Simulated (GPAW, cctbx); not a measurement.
# Bonding in VZnGaSe4 as X-rays see it

Aim: compute the bonding part of the density of VZnGaSe4, find which reflections carry it, and see how it biases an ordinary refinement.

The start was made by putting kin elements into a known structure type; the compound need not exist, or be stable, in this form. All numbers below are calculated.

**1. Find the equilibrium geometry**

The density hangs on the geometry, so cell and atoms are relaxed first, with the symmetry held. The cutoff is set higher than for the density because stress converges slowly with plane waves.

Settings: GPAW 26.7.0, PBE, 570 eV, 3×3×3 k-points, Fermi–Dirac width 0.05 eV, spin-polarised, BFGS to 0.03 eV/Å.

```text
cell
1.0
     5.571000000    0.000000000    0.000000000
     0.000000000    5.571000000    0.000000000
    -2.785500000   -2.785500000    5.389500000
Se Ga Zn V
4 1 1 1
Direct
0.366500000 0.405100000 0.269400000
0.594900000 0.097100000 0.730600000
0.902900000 0.864300000 0.269400000
0.135700000 0.633500000 0.730600000
0.000000000 0.000000000 0.000000000
0.500000000 0.500000000 0.000000000
0.750000000 0.250000000 0.500000000
```

```console
$ OMP_NUM_THREADS=1 mpirun -n 4 gpaw python run.py > gpaw.log
```

```text
BFGS:    0      -30.310411        0.409146
BFGS:    1      -30.321876        0.359730
BFGS:    2      -30.371966        0.222496
BFGS:    3      -30.375402        0.214171
...
BFGS:   16      -30.428783        0.046689
BFGS:   17      -30.429383        0.030711
BFGS:   18      -30.429818        0.010986
cell  5.6312 5.6312 6.8985  114.09 114.09 90.00
volume 178.636 A^3, largest force 0.010 eV/A, largest stress 0.07 GPa
```

After 18 steps the volume has changed by +6.8 % and the energy by -0.119 eV; the largest stress left is 0.07 GPa. It took 6.5 min on 4 cores of Arm Neoverse V1 (shared host), peak memory 2 GiB.

Relaxed structure: I-4 (no. 82), a = 5.6312 Å, b = 5.6312 Å, c = 11.2665 Å, α = 90.00°, β = 90.00°, γ = 90.00°.

| atom | mult. | x | y | z |
| --- | --- | --- | --- | --- |
| Se1 | 8 | 0.7461 | 0.2419 | 0.1314 |
| Ga1 | 2 | 0 | 0 | 0 |
| Zn1 | 2 | 1/2 | 1/2 | 0 |
| V1 | 2 | 0 | 1/2 | 1/4 |

**2. Density and charge transfer**

X-rays see the whole electron density, so the PAW density is rebuilt with its core regions. Subtracting spherical free atoms from the same code cancels the cores and leaves the deformation density Δρ, the part due to bonding.

Settings: PBE, 450 eV, 4×4×4 k-points, Fermi–Dirac width 0.05 eV, spin-polarised; primitive cell of 7 atoms.

```console
$ OMP_NUM_THREADS=1 mpirun -n 4 gpaw python run.py > gpaw.log
```

```text
|iter:   1|       0s |  -30.989148 | +0.23 |       |  +2.0020|
|iter:   2|       3s |  -30.743680 | -1.57 | -1.06 |  +2.0010|
|iter:   3|       6s |  -30.370410 | -1.73 | -1.12 |  +1.9932|
...
|iter:  10|      29s |  -30.391911c| -5.84 | -3.61 |  +1.9967|
|iter:  11|      32s |  -30.391913c| -6.75 | -4.02c|  +1.9966|
|iter:  12|      35s |  -30.391912c| -7.78c| -4.44c|  +1.9965|
```

```text
gpts.py:43: UserWarning: Initial realspace grid (28,28,35) inconsistent with symmetries.
gpts.py:43: UserWarning: Initial realspace grid (28,28,35) inconsistent with symmetries.
gpts.py:43: UserWarning: Initial realspace grid (28,28,35) inconsistent with symmetries.
gpts.py:43: UserWarning: Initial realspace grid (28,28,35) inconsistent with symmetries.
gpts.py:70: UserWarning: Using symmetrized grid: (35,35,35).
gpts.py:70: UserWarning: Using symmetrized grid: (35,35,35).
gpts.py:70: UserWarning: Using symmetrized grid: (35,35,35).
gpts.py:70: UserWarning: Using symmetrized grid: (35,35,35).
grid (70, 70, 70)  electrons 220.000  moved by bonding 1.677 e
deformation density beyond 0.5 A of the nuclei: max 0.581, min -0.561 e/A^3
atom        x       y       z   Voronoi charge  moment
Se1    0.8775  0.3734  0.2629     -0.150      -0.03
Se2    0.6266  0.6147  0.7371     -0.150      -0.03
Se3    0.3853  0.8895  0.2629     -0.150      -0.03
Se4    0.1105  0.1225  0.7371     -0.150      -0.03
Ga5    0.0000  0.0000  0.0000      0.213       0.04
Zn6    0.5000  0.5000  0.0000      0.281       0.02
V 7    0.2500  0.7500  0.5000      0.108       1.76
mean inner potential of superposed free atoms 13.336 V
total magnetic moment 1.997 muB
```

Deformation density in a plane through the shortest contact of the Se atom at the origin, in 0.01 e/Å³ (clipped at ±99); x from -1.6 to 4.0 Å, y from 2.4 down to -2.4 Å:

```text
 -1   .   .   .  -5  -4  -2  -1  -1  -1  -1  -1  -1  -1  -1  -1
 -1  -5   .  -1  -5  -3  -2  -1  -1  -2  -2  -1  -1  -1  -1  -1
 -1  -5  -4  -1   2   1   0  -1  -2  -3  -3  -3  -2  -1  -1  -1
 -1   0   4   9   9   4   2   0  -2  -5  -7  -5  -1  -1  -1  -1
 -1   1   5   7   3  -1   2   4   0  -6 -12  -3   5   0  -2  -2
 -1   0   0  -2   .  -5   3  11   6  -2  -9   .  33  -3  -5  -3
 -1  -1   0   0   .   .   4  14   8 -18   .   . -18 -12  -7  -4
 -1   0   2   3   .  -2   2   9   6  10  61   .  -5  -7  -5  -3
  0   0   1   2  -1  -4  -1   2   1   3   7  -2   4   3   0  -1
 -1   0   0   0  -1  -2  -1  -1  -1   0   4  10  14   9   3   1
 -1  -1   0  -1  -1  -1  -1  -1  -1   0   4   9   9   4   1   3
 -1  -1  -1  -1  -1  -1  -1  -1  -1  -1   0  -1   .   .  -3   6
 -1  -1  -1  -1  -1  -1  -1  -1  -1  -1  -1  -4   .   .  -3   7
```

Atoms in or within 0.15 Å of the plane: Se (0.0, 0.0), Ga (-0.8, 2.3), V (2.4, 0.0) Å. Dots mark points within about 0.45 Å of a nucleus; large values next to them are atomic features.

Se gains most (-0.15 e) and Zn loses most (+0.28 e); Se is the most electronegative element, but the order of the others doesn't follow electronegativity. Such charges fall far short of formal ones, since overlapping free atoms already put density on their neighbours. Along the shortest contact from the Se atom at the map's origin, Se–V at 2.44 Å, Δρ is +0.13 e/Å³ at the midpoint and highest, +0.14, 1.04 Å from Se (points within 0.5 Å of a nucleus left out): a bond charge, the mark of covalency, pulled towards Se. At the midpoints of other shortest contacts it is +0.10 (Se–Ga, 2.47 Å) and +0.08 (Se–Zn, 2.50 Å) e/Å³. Point values carry grid noise of about 0.01 e/Å³. The cell's moment is 2.00 μB; the largest inside an atomic sphere is 1.76 μB. The run needed 12 iterations, 47 s.

**3. Structure factors**

The Fourier components of Δρ, added to those of the free atoms, give the static X-ray structure factors; the Mott–Bethe relation turns them into the Fourier components V of the potential that fast electrons feel.

```text
static structure factors of the conventional cell: F in electrons, V (Mott-Bethe) in volts
   h  k  l      d  |F| table  |F| free   |F| DFT   change   |V| free  |V| DFT  change %
   0  0  2  5.6332    52.422    52.389    51.940   -0.449     0.675    0.857     27.1
   0  1  1  5.0371    34.238    34.306    34.524    0.218     1.441    1.369     -5.0
   1  1  0  3.9819    70.097    70.146    69.398   -0.748     1.122    1.274     13.6
   1  1  2  3.2516   271.179   271.265   272.356    1.091     6.421    6.276     -2.3
   0  1  3  3.1244    41.974    41.902    41.913    0.011     1.305    1.304     -0.1
   0  0  4  2.8166    83.320    83.677    84.296    0.619     1.708    1.645     -3.7
   0  2  0  2.8156    85.513    85.872    86.424    0.552     1.756    1.700     -3.2
   0  2  2  2.5185    81.911    81.868    81.644   -0.223     1.304    1.322      1.4
   1  2  1  2.4577    45.023    44.917    45.012    0.094     1.188    1.180     -0.7
   2  1  1  2.4577    37.418    37.259    37.129   -0.130     1.018    1.026      0.8
   1  1  4  2.2995    71.698    71.570    71.468   -0.102     1.122    1.128      0.5
   0  1  5  2.0920    37.972    37.840    37.886    0.047     0.938    0.935     -0.3
   1  2  3  2.0916    25.116    24.961    24.784   -0.177     0.684    0.692      1.2
   2  1  3  2.0916    33.901    33.825    33.602   -0.223     0.844    0.855      1.3
```

The largest X-ray change is +1.09 e on 112, 0.4 % of |F|. For electrons V goes as (Z − F)/g², so a change of F counts against Z − F, which is small at low angle and wherever the atoms' terms cancel: |V| of 002 moves by +27.1 % (0.68 to 0.86 V) against -0.9 % in |F|. The tabulated Hartree–Fock atoms differ from the free DFT atoms by up to 0.36 e, so the choice of reference atom matters too.

**4. Which functional?**

The same geometry is run with other functionals, to see whether the bonding signal is larger than the spread between approximations. Free atoms are LDA for LDA and PBE otherwise; meta-GGAs and hybrids keep PBE cores. Any other changed setting is in the row's label.

```
                 run  ΔF 112 (e)  ΔF 110 (e)  ΔF 004 (e)  q(Se) (e)  moved (e)     time
                 PBE      +1.091      -0.748      +0.619     -0.150      1.677     47 s
                 LDA      +0.936      -0.731      +0.528     -0.133      1.533     41 s
                SCAN      +1.229      -0.725      +0.774     -0.181      1.853  2.4 min
PBE 150 eV (unsound)      +1.045      -0.728      +0.650     -0.148      1.728     11 s
```

At the base's settings ΔF(112) spans +0.936 to +1.229 e, a spread of 27 % of the PBE value; over the three listed reflections the spread is at most 40 %, so the sign holds and the size hangs on the functional. The run marked unsound (cutoff far too low) misses ΔF(112) by 0.046 e. Times are from shared hosts.

**5. Refining ordinary atoms against data with bonding**

Routine crystallography fits spherical atoms. To see the bias, intensities are simulated from tabulated atoms plus the DFT change ΔF, so that bonding alone can misfit (8224 reflections of the full sphere, merged to the counts below, to 0.45 Å, 1 % proportional noise plus counting noise, assumed isotropic U as listed, Δρ smeared by the mean U) and refined with cctbx over different ranges.

```csv
range,data,R1,GooF,U Se1 (true 0.0042),U Ga1 (true 0.0043),U Zn1 (true 0.0044),U V1 (true 0.0048),largest shift (Å),"Δρ max, min (e/Å³)"
all data,2062,0.0078,0.93,0.0042,0.0043,0.0044,0.0048,0.0001,"0.43, -0.41"
"low resolution, d > 0.84",315,0.0050,0.97,0.0042,0.0041,0.0045,0.0050,0.0006,"0.12, -0.13"
"high order, d < 0.75",1611,0.0093,0.92,0.0042,0.0043,0.0044,0.0048,0.0001,"0.39, -0.34"
"occupancies free, d > 0.7",531,0.0054,0.95,0.0042,0.0043,0.0043,0.0048,0.0003,"0.21, -0.14"
```

With all data GooF is 0.93, so at this noise the bonding hardly shows; the top residual peak lies 0.50 Å from V and 2.20 Å from Se. No U is off by more than 3 s.u. at low resolution. With Se1 held at 1 and the scale free, the other occupancies refine to Ga1 1.001(0.002), Zn1 0.997(0.003) and V1 0.998(0.002), within three s.u. of full.

**6. Answer**

Bonding moves 1.68 e in the primitive cell of VZnGaSe4 and changes the structure factors of the conventional cell in the table above by at most 1.09 e (112, 0.4 %), and among reflections above 2 % of the strongest by up to 1.1 % (110). The shortest bond, Se–V, has Δρ = +0.13 e/Å³ at its midpoint, a covalent bond charge. At the base's settings ΔF(112) spans +0.936 to +1.229 e, a spread of 27 % of the PBE value; over the three listed reflections the spread is at most 40 %, so the sign holds and the size hangs on the functional. With all data GooF is 0.93, so at this noise the bonding hardly shows. Limits: static density, frozen cores, no spin–orbit coupling; a ferromagnetic start is the only order tried, and the real ground state may be antiferromagnetic or insulating.

[Outputs are excerpts: Python notices, other lines and further rows are left out; steps that failed or that the build refused (PBEsol, TPSS) are not shown.]

[Logs are printed without paths, hosts, clocks, repeated set-up lines and the standing remarks that a program may print on its own settings, such as how far it seeks lower states.]
